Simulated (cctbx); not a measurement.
# LiCr3SBr5: as given, inverted or twinned?

Space group Cm (no. 8), a = 12.5790 Å, b = 9.1000 Å, c = 9.8970 Å, α = 90.00°, β = 112.54°, γ = 90.00°.

```
atom  mult.       x       y       z  Ueq (Å²)
 Br1      2  0.0459     1/2  0.3669    0.0062
 Br2      4  0.8177  0.8035  0.3350    0.0054
 Br3      2  0.4064     1/2  0.6894    0.0055
 Br4      4  0.1687  0.7886  0.6710    0.0064
 Br5      2  0.9323     1/2  0.6348    0.0057
 Br6      2  0.2634     1/2  0.9748    0.0062
 Br7      4  0.0016  0.2987  0.9894    0.0058
 Cr1      2  0.5411     1/2  0.9828    0.0076
 Cr2      2  0.7922     1/2  0.3366    0.0062
 Cr3      2  0.1442     1/2  0.1687    0.0063
 Cr4      2  0.1605     1/2  0.6642    0.0083
 Cr5      2  0.5014     1/2  0.4812    0.0079
 Cr6      2  0.8287     1/2  0.8255    0.0061
  S1      2  0.7718     1/2  0.0419    0.0072
  S2      2  0.5633     1/2  0.2754    0.0075
 Li1      4  0.8768  0.7591  0.1176    0.0105
```

The model is made up (kin elements in a known structure type, no relaxation), so it says nothing on whether the phase exists.

Data sets are simulated with cctbx and refined with Bijvoet mates kept apart; Flack x is then fitted as the share of an inverted twin with the atoms fixed, Hooft y from the Bijvoet differences. The group is acentric but holds improper operations, so there is an absolute structure (orientation) and no hand.

Untwinned crystal. What Flack and Hooft values should come out?

```csv
λ (Å),extinction (unmodelled),d min (Å),top counts,error (%),model,R1,Flack x,s.u.,Hooft y,s.u.,pairs
0.71073,0,0.77,40000,6,as given,0.0252,0.008,0.012,0.020,0.014,1215
0.71073,0,0.77,40000,6,inverted,0.0412,0.980,0.014,1.010,0.016,1215
1.54184,0.1,0.83,20000,3,as given,0.0193,0.008,0.006,0.007,0.008,980
```

With Mo Kα, x is within 3 s.u. of 0, so the absolute structure is right. With Cu Kα, x is within 3 s.u. of 0, so the absolute structure is right. Inverting the model turns x into about 1 − x.

A further crystal gives:

| λ (Å) | extinction (unmodelled) | d min (Å) | top counts | error (%) | model | R1 | Flack x | s.u. | Hooft y | s.u. | pairs |
| --- | --- | --- | --- | --- | --- | --- | --- | --- | --- | --- | --- |
| 0.4959 | 0.3 | 0.8 | 20000 | 2 | as given | 0.0232 | 0.808 | 0.019 | 0.798 | 0.022 | 1097 |

**Question.** What is it?

It was simulated as an inversion twin with a fraction 0.8 of the inverted domain. Flack x is over 3 s.u. from both 0 and 1 and reads that fraction.

[Logs are printed without paths, hosts, clocks, repeated set-up lines and the standing remarks that a program may print on its own settings, such as how far it seeks lower states.]
